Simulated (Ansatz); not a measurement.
# Charge trapping in amorphous SnO2 (72 atoms), part 3 of 4

Aim: add and remove one electron in amorphous SnO2 (72 atoms), with atoms held and relaxed, and read trapping energy and localisation.

Ansatz 0.2.0; Kohn-Sham DFT, PBE, PAW (set soft_2), plane waves.

The cell: 24 Sn and 48 O. The quench rate of 50 K/ps is many orders above laboratory rates. The network of bonds at the start is that of the classical potential that made the cell. Sampling is at Γ alone, for a cell whose shortest periodic width is 10 Å.

So far. Step 6 (An extra electron, atoms relaxed): The relaxation converged after 3 steps, 0.0138 eV below its start, with a largest force component of 0.031 eV/Å. Step 6 (An extra electron, atoms relaxed): An extra electron, atoms relaxed: the energy stands 8.57 eV above that of the reference, with a moment of 0.78 μB.

**7. An extra electron, levels at the relaxed geometry**

A single point at the new geometry gives levels and spin density.

Input file input.yaml:

```yaml
crystal:
  lattice:
    - [9.85089, 0.0, 0.0]
    - [0.0, 9.85089, 0.0]
    - [0.0, 0.0, 9.85089]
  atoms:
    - { symbol: Sn, position: [0.72287, 0.67526, 0.33145] }
    - { symbol: Sn, position: [0.05084, 0.22085, 0.42212] }
    - { symbol: Sn, position: [0.50998, 0.18944, 0.08407] }
    - { symbol: Sn, position: [0.76841, 0.46589, 0.57526] }
    - { symbol: Sn, position: [0.23796, 0.69896, 0.35529] }
    - { symbol: Sn, position: [0.47038, 0.69894, 0.59066] }
    [... 60 atom lines left out ...]
    - { symbol: O, position: [0.02704, 0.09452, 0.585] }
    - { symbol: O, position: [0.80292, 0.57071, 0.16194] }
    - { symbol: O, position: [0.63098, 0.77945, 0.4886] }
    - { symbol: O, position: [0.89418, 0.30833, 0.52349] }
    - { symbol: O, position: [0.41285, 0.74585, 0.98761] }
    - { symbol: O, position: [0.19435, 0.36551, 0.37246] }
total_charge: -1
kpoints:
  mp_grid: { grid: [1, 1, 1] }
hamiltonian:
  xc: pbe
scf:
  occupations: { method: fermi_dirac, width: 0.01 }
  lower_state_search: "off"
output:
  forces: true
  stress: true
  populations: true
  dos:
    method: { smearing: { sigma: 0.15 } }
    de: 0.1
    projected: { site_lists: { O: [O], Sn: [Sn] } }
  eigenvalues: true
  write_density: true
  write_potential: true
  volumetric_format: npy
magnetization:
  spin_polarized: true
  initial_magnetization: 1
```

Launch:

```sh
ansatz run input.yaml --threads 4 --pin off --max-ram 8192MiB --backend cpu --events-out ev --progress --plain --runs-dir out
```

Numbers of over 12 decimals in the logs are rounded to 6 here.

Output:

```text
[...]
Crystal: 72 atoms, lattice volume = 955.931 Å³
Basis set: ecut = 420 eV, 18805 PW (Γ), exchange–correlation on 144×144×144 points (8 copies of the dense FFT grid, shifted against one another)
Bands: 385, of which v1, the nominal top of the filled ones, is band 313 counted from 1 (312 counted from 0)
Symmetry: 1 space group operations
[...]
k-points: 1
[...]
Starting moments: Σ|m| = 1 μB on 72 of 72 sites
[...]
SCF iter   1: F=—  HF=-171800.629126 eV  |F-HF|=—  |Δ(HF+E_count)|=         —  Δρ=3.97e-2 (↑3.83e-2 ↓3.97e-2)  dr2=4.48e1  dr2_m=1.18e-2  M=1.000 μB ∫|m|=1.058 μB  β_m=1.00  ethr=3.10e-3  ⟨swp⟩=5.0  Hψ=2764  notcnv=0  defer=70
[...]
SCF iter   2: F=—  HF=-171792.981061 eV  |F-HF|=—  |Δ(HF+E_count)|=         —  Δρ=2.51e-2 (↑2.51e-2 ↓2.51e-2)  dr2=1.60e1  dr2_m=7.46e-4  M=0.732 μB ∫|m|=0.826 μB  β_m=0.30  ethr=3.10e-3  ⟨swp⟩=3.0  Hψ=1228  notcnv=0  defer=134
[...]
SCF iter   8: F=—  HF=-171789.525301 eV  |F-HF|=—  |Δ(HF+E_count)|=   1.32e-3  Δρ=1.85e-4 (↑1.76e-4 ↓1.85e-4)  dr2=8.65e-4  dr2_m=8.04e-5  M=0.737 μB ∫|m|=0.829 μB  β_m=0.30  ethr=4.98e-7  ⟨swp⟩=3.0  Hψ=1258  notcnv=0  defer=134
[...]
SCF iter  10: F=—  HF=-171789.526521 eV  |F-HF|=—  |Δ(HF+E_count)|=   8.57e-4  Δρ=5.30e-5 (↑4.45e-5 ↓5.30e-5)  dr2=8.47e-5  dr2_m=8.29e-6  M=0.756 μB ∫|m|=0.853 μB  β_m=0.75  ethr=8.26e-8  ⟨swp⟩=2.0  Hψ=1085  notcnv=0  defer=134
[...]
SCF iter  17: F=-171789.527748 eV  HF=-171789.527748 eV  |F-HF|=2.83e-8  |Δ(HF+E_count)|=   1.84e-8  Δρ=1.06e-6 (↑9.87e-7 ↓1.06e-6)  dr2=3.21e-8  dr2_m=1.12e-9  M=0.777 μB ∫|m|=0.879 μB  β_m=0.70  ethr=2.11e-12  ⟨swp⟩=6.0  Hψ=4389  notcnv=0
SCF iter  18: F=-171789.527748 eV  HF=-171789.527748 eV  |F-HF|=2.91e-10  |Δ(HF+E_count)|=   4.48e-9  Δρ=1.67e-7 (↑1.39e-7 ↓1.67e-7)  dr2=4.50e-10  dr2_m=1.14e-10  M=0.777 μB ∫|m|=0.880 μB  ethr=2.11e-12  ⟨swp⟩=6.0  Hψ=4166  notcnv=0
SCF 1 converged in 18 iterations: F = -171789.527748 eV  dr2 = 4.50e-10
[...]
SCF converged after 18 iterations
Magnetization: 0.7772 μB (312.8886 up, 312.1114 down)
Absolute magnetization: 0.8423 μB (∫|ρ↑−ρ↓|, with the PAW one-centre terms)
[...]
Per-site moments (μB) at R_I (Å): [(0.00496682, 0.852321), (0.00375653, 0.837424), (0.00358777, 0.801667), (0.00242465, 0.839837), (0.00284958, 0.802394), [...]
Free energy (F): -171789.527748 eV
[...]
Internal energy: -171789.520758 eV  (E = F + TS)
E sigma→0 (E₀):  -171789.524253 eV
Entropy (-TS):   -0.006989 eV (-0.097 meV/atom)
Fermi energy:    8.583232 eV
[...]
Σ components = -171789.527748   (vs F -171789.527748, Δ=0.00e0)
--- Forces (eV/Å), atoms counted from 1 ---
  atom   1  Sn     0.00100087    -0.00333180    -0.00548239
  atom   2  Sn     0.02159686     0.01283297     0.02465665
  atom   3  Sn     0.01253236    -0.01359153    -0.01169455
  atom   4  Sn    -0.00470715     0.00200906     0.00602532
[...]
atom  72  O     -0.00197752    -0.00502770    -0.01507713
  max |Σ_I F_I| component: 3.28e-6 eV/Å
--- Stress (GPa, compression-positive) ---
        2.976305       0.596740       0.998584
        0.596740       3.513948      -1.664400
        0.998584      -1.664400       4.164079
  P = ⅓ Tr σ = 3.5514 GPa (35.514 kbar)
--- Band table (eV) ---
[...]
--- Löwdin populations: 72 sites ---
  site symbol       q [e]    m [muB]
     0     Sn     12.3091     0.0179
     1     Sn     12.3189     0.0157
     2     Sn     12.3301     0.0186
[...]
71      O      6.7516     0.0073
  spilling = 0.005178 (of n_electrons = 625.000000)
```

It took 38 s on 4 threads of Intel Xeon Platinum 8488C (Sapphire Rapids), shared host; peak memory 2.3 GiB; 2.4 min of CPU time.

An extra electron, levels at the relaxed geometry: the energy stands 8.57 eV above that of the reference, with a moment of 0.78 μB.

The levels nearest the highest filled one (over half full), pooled over k-points and spins:

| level less the highest filled one (eV) | occupation |
| --- | --- |
| -0.472 | 1 |
| -0.437 | 1 |
| -0.406 | 1 |
| 0 | 0.889 |
| 0.0415 | 0.111 |
| 2.20 | 0 |
| 2.25 | 0 |
| 2.43 | 0 |

Spin density in the ac plane at fractional y = 0.538, with atoms of Sn and O within 0.2 Å of it.

Values in units of 1e-2 e/Å³, 13 rows by 16 columns, each cell a mean:
```
 0.1  0.1  0.0  0.0  0.0  0.0  0.0  0.1  0.0  0.2  0.5  0.0  0.0 -0.3  0.2  0.1
 0.1  0.0  0.0  0.0  0.0  0.0  0.0  0.0  0.0  0.0  0.0  0.0  0.1  0.0  0.1  0.1
 0.0  0.0  0.0  0.1  0.1  0.0  0.0  0.0  0.0  0.0  0.0  0.0  0.0  0.4  0.2  0.0
 0.0  0.0  0.0  0.1  0.2  0.1  0.0  0.0  0.0  0.0  0.0  0.0  0.0  0.6  0.2  0.0
 0.1  1.6  0.7  0.0  0.1  0.0  0.0  0.0  0.2  0.4  0.0  0.0  0.1  0.0  0.0  0.0
 0.0  1.2  0.9  0.1  0.0  0.0  0.0  0.0  0.0  0.1  0.0  0.1  0.1  0.1  0.1  0.0
 0.0  0.1  0.3  0.1  0.0  0.0  0.0  0.1  0.0  0.0  0.0  0.0  0.0  0.0  0.0  0.0
 0.0  0.1  0.1  0.1  0.0  0.0  0.0  0.1  0.1  0.0  0.0  0.0  0.0  0.0  0.0  0.0
 0.1  0.1  0.1  0.1  0.0  0.0  0.0  0.0  0.0  0.0  0.0  0.0  0.0  0.0  0.0  0.0
 0.1  0.0  0.0  0.0  0.0  0.0  0.0  0.0  0.0  0.0  0.0  0.0  0.0  0.0  0.0  0.0
 0.0  0.0  0.1  0.0  1.2  0.6  0.0  0.1  0.1  0.0  0.0  0.0  0.3  0.2  0.0  0.0
 0.7  0.1  0.1  0.0  0.3  0.2  0.1  0.0  0.2  0.1  0.0  0.0  0.0  0.0  0.0  0.1
 1.7  0.1  0.0  0.0  0.0  0.1  0.1 -0.2  0.1  0.0  0.0  0.0  0.2  0.2  0.1  0.3
```
Columns run along a (9.9 Å), rows up along c (9.9 Å). Atoms in or near the plane, at fractional coordinates: Sn at (0.82, 0.94), Sn at (0.46, 0.06), O at (0.87, 0.74), O at (0.62, 0.92), O at (0.11, 0.58), O at (0.29, 0.17), O at (0.03, 0.03), O at (0.58, 0.65).

**8. Neutral at the geometry of the electron**

The neutral cell at the new geometry gives the energy of that geometry without the charge.

Input file input.yaml:

```yaml
crystal:
  lattice:
    - [9.85089, 0.0, 0.0]
    - [0.0, 9.85089, 0.0]
    - [0.0, 0.0, 9.85089]
  atoms:
    [... the 72 atom lines of step 7 ...]
kpoints:
  mp_grid: { grid: [1, 1, 1] }
hamiltonian:
  xc: pbe
scf:
  occupations: { method: fixed }
output:
  forces: true
  stress: true
  populations: true
  dos:
    method: { smearing: { sigma: 0.15 } }
    de: 0.1
    projected: { site_lists: { O: [O], Sn: [Sn] } }
  eigenvalues: true
```

Output:

```text
[...]
Crystal: 72 atoms, lattice volume = 955.931 Å³
Basis set: ecut = 420 eV, 18805 PW (Γ), exchange–correlation on 144×144×144 points (8 copies of the dense FFT grid, shifted against one another)
Bands: 384, of which v1, the nominal top of the filled ones, is band 312 counted from 1 (311 counted from 0)
Symmetry: 1 space group operations
[...]
k-points: 1
[...]
SCF iter   1: F=—  HF=-171798.083863 eV  |F-HF|=—  |Δ(HF+E_count)|=         —  Δρ=4.10e-3  dr2=1.27e-1  ethr=1.77e-3  ⟨swp⟩=4.0  Hψ=1315  notcnv=0  defer=69
[...]
SCF iter  11: F=-171798.087546 eV  HF=-171798.087546 eV  |F-HF|=2.28e-8  |Δ(HF+E_count)|=   1.05e-7  Δρ=1.76e-6  dr2=3.14e-8  ethr=1.60e-11  ⟨swp⟩=14.0  Hψ=2017  notcnv=0
SCF 1 converged in 11 iterations: F = -171798.087546 eV  dr2 = 3.14e-8
[...]
SCF converged after 11 iterations
Free energy (F): -171798.087546 eV
[...]
Internal energy: -171798.087546 eV  (E = F + TS)
E sigma→0 (E₀):  -171798.087546 eV
Fermi energy:    8.114229 eV
[...]
--- Forces (eV/Å), atoms counted from 1 ---
  atom   1  Sn    -0.01675140    -0.04509641    -0.01372535
  atom   2  Sn    -0.00821240     0.02249171     0.07254688
  atom   3  Sn     0.02409257     0.08802984    -0.00057156
  atom   4  Sn    -0.02360361     0.04546067     0.01900569
  atom   5  Sn     0.05261839    -0.02728399     0.03639237
  atom   6  Sn    -0.00804856    -0.01989537     0.04411493
  atom   7  Sn    -0.12996458    -0.00657303    -0.02988298
  atom   8  Sn     0.05547668     0.11211088     0.00270128
  atom   9  Sn     0.03534694    -0.02979225     0.04210489
  atom  10  Sn    -0.07586273    -0.08410400    -0.07042583
  atom  11  Sn    -0.03406426    -0.00651978    -0.01890261
  atom  12  Sn    -0.05503100    -0.01907051    -0.02843079
  atom  13  Sn    -0.06971113     0.00705273    -0.01855769
  atom  14  Sn    -0.02644169    -0.06017575     0.02472570
[...]
atom  71  O     -0.02756731     0.03866881    -0.00351202
  atom  72  O      0.06182642    -0.01964495    -0.00174852
  max |Σ_I F_I| component: 2.70e-5 eV/Å
--- Stress (GPa, compression-positive) ---
        2.240153       0.671010       1.056169
        0.671010       2.878771      -1.598996
        1.056169      -1.598996       3.475730
  P = ⅓ Tr σ = 2.8649 GPa (28.649 kbar)
--- Band table (eV) ---
[...]
--- Löwdin populations: 72 sites ---
  site symbol       q [e]
     0     Sn     12.2832
     1     Sn     12.2960
     2     Sn     12.3023
[...]
71      O      6.7449
  spilling = 0.005145 (of n_electrons = 624.000000)
```

It took 9.9 s on 4 threads; peak memory 1.4 GiB; 35 s of CPU time.

Neutral at the geometry of the electron: the energy stands 0.0102 eV above that of the reference.

**9. An extra hole, atoms held**

The electron count changes by one with the atoms held: a vertical process, on a uniform background, with spin and a narrow Fermi–Dirac smearing. Its energy against the neutral cell hangs on the program's zero of potential.

Changes to input.yaml since step 8:

```diff
@@ -6,3 +6,4 @@
   atoms:
-    [... the 72 atom lines of step 7 ...]
+    [... the 72 atom lines of step 4 ...]
+total_charge: 1
 kpoints:
@@ -12,3 +13,4 @@
 scf:
-  occupations: { method: fixed }
+  occupations: { method: fermi_dirac, width: 0.01 }
+  lower_state_search: "off"
 output:
@@ -22 +24,7 @@
   eigenvalues: true
+  write_density: true
+  write_potential: true
+  volumetric_format: npy
+magnetization:
+  spin_polarized: true
+  initial_magnetization: 1
```

Output:

```text
[...]
Crystal: 72 atoms, lattice volume = 955.931 Å³
Basis set: ecut = 420 eV, 18805 PW (Γ), exchange–correlation on 144×144×144 points (8 copies of the dense FFT grid, shifted against one another)
Bands: 384, of which v1, the nominal top of the filled ones, is band 312 counted from 1 (311 counted from 0)
Symmetry: 1 space group operations
[...]
k-points: 1
[...]
Starting moments: Σ|m| = 1 μB on 72 of 72 sites
[...]
SCF iter   1: F=—  HF=-171820.272854 eV  |F-HF|=—  |Δ(HF+E_count)|=         —  Δρ=4.39e-2 (↑4.18e-2 ↓4.39e-2)  dr2=5.41e1  dr2_m=5.00e-1  M=1.000 μB ∫|m|=1.075 μB  β_m=1.00  ethr=3.10e-3  ⟨swp⟩=6.0  Hψ=2942  notcnv=0
[...]
SCF iter   2: F=—  HF=-171810.863493 eV  |F-HF|=—  |Δ(HF+E_count)|=         —  Δρ=3.05e-2 (↑2.67e-2 ↓3.05e-2)  dr2=2.22e1  dr2_m=4.07e-1  M=0.253 μB ∫|m|=0.450 μB  β_m=0.30  ethr=3.10e-3  ⟨swp⟩=3.0  Hψ=1276  notcnv=0  defer=128
[...]
spin=Collinear: Kerker preconditioning applied to the charge; magnetization (m = ρ↑ − ρ↓) channel mixes plain (no charge-response kernel on spin).
SCF iter   3: F=—  HF=-171808.574294 eV  |F-HF|=—  |Δ(HF+E_count)|=    2.29e0  Δρ=2.07e-2 (↑2.00e-2 ↓2.07e-2)  dr2=1.16e1  dr2_m=4.24e-2  M=0.993 μB ∫|m|=1.084 μB  β_m=0.30  ethr=3.10e-3  ⟨swp⟩=2.0  Hψ=656  notcnv=0  defer=128
SCF iter   4: F=—  HF=-171807.416750 eV  |F-HF|=—  |Δ(HF+E_count)|=    1.16e0  Δρ=1.84e-2 (↑1.48e-2 ↓1.84e-2)  dr2=7.59e0  dr2_m=2.60e-1  M=0.526 μB ∫|m|=0.684 μB  β_m=0.30  ethr=1.86e-3  ⟨swp⟩=2.0  Hψ=774  notcnv=0  defer=128
[...]
SCF iter  16: F=—  HF=-171806.086232 eV  |F-HF|=—  |Δ(HF+E_count)|=   3.74e-4  Δρ=1.21e-3 (↑4.85e-4 ↓1.21e-3)  dr2=1.47e-2  dr2_m=5.25e-3  M=1.000 μB ∫|m|=1.127 μB  β_m=0.30  ethr=1.19e-5  ⟨swp⟩=2.0  Hψ=657  notcnv=0  defer=136
[...]
spin-set hold released at iteration 16 (site moments' squared step at or under half its running peak, from the soft ceiling on): the magnetisation degrees of freedom join the quasi-Newton model from the next iteration; the mixer history was flushed
SCF iter  17: F=—  HF=-171806.086981 eV  |F-HF|=—  |Δ(HF+E_count)|=   7.50e-4  Δρ=8.64e-4 (↑4.48e-4 ↓8.64e-4)  dr2=2.09e-2  dr2_m=1.28e-3  M=1.000 μB ∫|m|=1.128 μB  β_m=0.27  ethr=2.36e-6  ⟨swp⟩=1.5  Hψ=729  notcnv=0  defer=136
[...]
SCF iter  19: F=—  HF=-171806.087137 eV  |F-HF|=—  |Δ(HF+E_count)|=   1.72e-3  Δρ=1.15e-3 (↑2.91e-4 ↓1.15e-3)  dr2=1.72e-2  dr2_m=3.84e-3  M=1.000 μB ∫|m|=1.132 μB  β_m=0.02  ethr=2.36e-6  ⟨swp⟩=2.0  Hψ=686  notcnv=0  defer=136
[...]
SCF iter  34: F=—  HF=-171806.088452 eV  |F-HF|=—  |Δ(HF+E_count)|=   6.49e-9  Δρ=3.62e-6 (↑2.91e-7 ↓3.62e-6)  dr2=1.78e-7  dr2_m=2.95e-8  M=1.000 μB ∫|m|=1.136 μB  β_m=0.31  ethr=4.86e-12  ⟨swp⟩=2.0  Hψ=863  notcnv=0  recentre
SCF iter  35: F=-171806.088452 eV  HF=-171806.088452 eV  |F-HF|=2.56e-9  |Δ(HF+E_count)|=   2.71e-9  Δρ=4.47e-7 (↑2.85e-7 ↓4.47e-7)  dr2=5.07e-9  dr2_m=2.95e-10  M=1.000 μB ∫|m|=1.136 μB  ethr=4.86e-12  ⟨swp⟩=6.0  Hψ=3623  notcnv=0
SCF 1 converged in 35 iterations: F = -171806.088452 eV  dr2 = 5.07e-9
[...]
SCF converged after 35 iterations
Magnetization: 0.9998 μB (311.9999 up, 311.0001 down)
Absolute magnetization: 1.1371 μB (∫|ρ↑−ρ↓|, with the PAW one-centre terms)
[...]
Per-site moments (μB) at R_I (Å): [(-0.000123863, 0.851553), (-9.115040201413505e-5, 0.836298), (1.8646868042987995e-6, 0.801702), (-2.8179593293209614e-5, 0.839567), (-0.000240699, [...]
Free energy (F): -171806.088452 eV
[...]
Internal energy: -171806.077486 eV  (E = F + TS)
E sigma→0 (E₀):  -171806.082969 eV
Entropy (-TS):   -0.010966 eV (-0.152 meV/atom)
Fermi energy:    7.876646 eV
[...]
Σ components = -171806.088452   (vs F -171806.088452, Δ=0.00e0)
--- Forces (eV/Å), atoms counted from 1 ---
  atom   1  Sn    -0.06770681     0.10483092    -0.03656988
  atom   2  Sn     0.06607387    -0.01367385    -0.07582912
  atom   3  Sn    -0.03793268    -0.03049794     0.24007721
  atom   4  Sn    -0.11591990    -0.13254697    -0.12702600
[...]
atom  72  O     -0.01813291     0.05202277     0.03735229
  max |Σ_I F_I| component: 1.54e-5 eV/Å
--- Stress (GPa, compression-positive) ---
        2.464403       0.650781       1.163547
        0.650781       3.397881      -1.501287
        1.163547      -1.501287       4.114195
  P = ⅓ Tr σ = 3.3255 GPa (33.255 kbar)
--- Band table (eV) ---
[...]
--- Löwdin populations: 72 sites ---
  site symbol       q [e]    m [muB]
     0     Sn     12.2691    -0.0017
     1     Sn     12.2846    -0.0010
     2     Sn     12.2852    -0.0019
[...]
71      O      6.7428     0.0008
  spilling = 0.005080 (of n_electrons = 623.000000)
```

Elapsed: 39 s, on 4 threads; peak memory 2.2 GiB.

An extra hole, atoms held: the energy stands 7.99 eV below that of the reference, with a moment of 1.00 μB.

The levels nearest the highest filled one (over half full), pooled over k-points and spins:

| level less the highest filled one (eV) | occupation |
| --- | --- |
| -0.0774 | 1 |
| -0.0733 | 1 |
| -0.0283 | 0.986 |
| 0 | 0.801 |
| 0.027 | 0.214 |
| 0.710 | 0 |
| 0.729 | 0 |
| 2.99 | 0 |

Spin density in the ac plane at fractional y = 0.538, with atoms of Sn and O within 0.2 Å of it.

Ten even steps from '_' (0.00 e/Å³) to '@' (0.21 e/Å³), each cell a mean:
```
..--..__________________________________________________
________________________________________________________
________________________________________________________
________________________________________________________
________________________________________________________
__________________________________________________..____
__________________________________________________..____
________________________________________________________
__..--..________________________________________________
__--@@####::____________________________________________
__..::==##::____________________________________________
________..______________________________________________
________________________________________________________
________________________________________________________
________________________________________________________
________________________________________________________
________________________________________________________
________________________________________________________
________________________________________________________
________________________________________________________
________________________________________________________
::..__________________________________________________..
%%--..________________________________________________::
::@@++__________________________________________________
```
Columns run along a (9.9 Å), rows up along c (9.9 Å). Atoms in or near the plane, at fractional coordinates: Sn at (0.82, 0.94), Sn at (0.46, 0.06), O at (0.87, 0.74), O at (0.62, 0.92), O at (0.11, 0.58), O at (0.29, 0.17), O at (0.03, 0.03), O at (0.58, 0.65).

(Continued in part 4 of 4.)

[Logs are printed without paths, hosts, clocks, repeated set-up lines and the standing remarks that a program may print on its own settings, such as how far it seeks lower states.]

[Hosts, paths, dates, database ids (printed as entryN), source tags and the programs' standing remarks are cut or masked in the printed files.]
